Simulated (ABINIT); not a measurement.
```xyz
2
Lattice="0.000 2.184 2.184 2.184 0.000 2.184 2.184 2.184 0.000" Properties=species:S:1:pos:R:3 pbc="T T T" subject="Quasiparticle gap of AlN (F-43m) in ABINIT" method="RPA screening on PBE, plane waves, norm-conserving pseudopotentials (and 2 further levels or steps)" program="ABINIT 10.8.3" settings="cutoff 36 Ha, PseudoDojo scalar-relativistic 0.4.1 standard, norm-conserving, ngkpt (6, 6, 6), nband 99, ecuteps 8 Ha, inclvkb 2, shiftk (0, 0, 0), symchi 1, awtr 1, frequency ppm, 6×6×6 k-mesh" cost="5 runs, 30 s in all on 8 MPI ranks of Intel Xeon 6975P-C (Granite Rapids), shared host" notes="The cell and positions are those that the Materials Project relaxed with its own functionals (PBE, PBE+U or r2SCAN), kept fixed. This is not the form that AlN usually takes at ambient conditions." pbe_gap="3.32 eV, indirect" g0w0_gap_on_the_mesh="4.52 eV" gw_settings="6×6×6 mesh, 99 bands, screening to 217.7 eV, Godby-Needs plasmon pole" known_limits="short of the basis limit"
Al    0.000    0.000    0.000
N     3.276    3.276    3.276
```

[Long decimals in the printed logs are rounded to 6 places.]

[Logs are printed without paths, hosts, clocks, repeated set-up lines and the standing remarks that a program may print on its own settings, such as how far it seeks lower states.]

[Paths, hosts, dates, memory and timing lines, banners, echoed tables and standing remarks are left out of the program output; an Ansatz launch command may be rebuilt from the run's recorded settings. Measured values are a selection of at most five: reports struck by readers or far from the other reports are left out. None is set beside runs whose start may be inverted or whose files or cutoffs have a known fault.]

[Runs of the session that timed out or met a known fault of the program may be left out.]

[Hosts, paths, dates, database ids (printed as entryN), source tags and the programs' standing remarks are cut or masked in the printed files.]

[G0W0 gaps are taken among the corrected bands and points alone; a level outside them can change the order at an edge.]

[Where Ansatz stands beside ABINIT at settings called matched, ABINIT's density can come from a denser mesh and the files from another edition; pairs whose starting gaps differed by over 0.03 eV were left out, so agreement reads better than it is.]
